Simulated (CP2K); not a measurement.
Consider 2-hydroxyfuran at its PBE geometry (Å).

```xyz
10

O     2.1982   -0.3917   -0.4412
C     0.8769   -0.1861   -0.1942
C     0.1571    0.7348    0.5210
C    -1.2198    0.3546    0.3464
C    -1.2325   -0.7504   -0.4490
O     0.0699   -1.1007   -0.7957
H     2.6954    0.3101    0.0124
H     0.5490    1.5691    1.0911
H    -2.0894    0.8501    0.7641
H    -2.0049   -1.3898   -0.8549
```

Method: CP2K XAS_TDP, all-electron GAPW, PBEh(45%), aug-cc-pVDZ, TDA, GW2X-corrected core level, no relativity.

**Question.** Where do the C K-edge lines lie, and how strong are they?

Leading lines: C2 290.26 eV, C3 288.64 eV, C4 288.06 eV and C5 288.75 eV. The leading line of an atom is its first one with 35 % of the strongest within 2.5 eV of its lowest line over the strength cut. Core ionisation energies at this level: C3 291.76, C4 292.10, C2 294.90 and C5 293.08 eV.

The first six lines of each atom with a strength over 0.0015:

```csv
atom,energy (eV),states,"strength, one atom",above the computed threshold
C2 (bonded to C and 2 O),290.26,1,0.0651,
,292.62,1,0.0049,
,293.78,1,0.0118,
,293.97,1,0.0025,
,294.16,1,0.0035,
,294.56,1,0.0022,
C3 (bonded to 2 C and H),288.64,1,0.0382,
,289.62,1,0.0062,
,290.02,1,0.0087,
,290.41,1,0.0045,
,290.95,1,0.0044,
,291.45,1,0.0029,
C4 (bonded to 2 C and H),288.06,1,0.0491,
,290.26,1,0.0092,
,290.71,1,0.0018,
,291.04,1,0.0054,
,291.79,1,0.0032,
,291.93,1,0.0018,
"C5 (bonded to C, O and H)",288.75,1,0.0504,
,291.23,1,0.0185,
,291.56,1,0.0085,
,292.22,1,0.0059,
,292.50,1,0.0077,
,292.86,2,0.0075,
```

Lines are vertical, at one geometry, with no vibrational structure. GW2X ionisation energies and lines can be off by 1 to 2 eV either way, and a good line position may hide errors that cancel. These values hold no scalar relativity, about 0.1 eV for C 1s. Rydberg lines, and the discretised continuum above threshold, depend on the basis and the box.

[Banner, clock and machine lines of the logs are left out without a mark of their own.]

[Logs are printed without paths, hosts, clocks, repeated set-up lines and the standing remarks that a program may print on its own settings, such as how far it seeks lower states.]

[Hosts, paths, dates, database ids (printed as entryN), source tags and the programs' standing remarks are cut or masked in the printed files.]
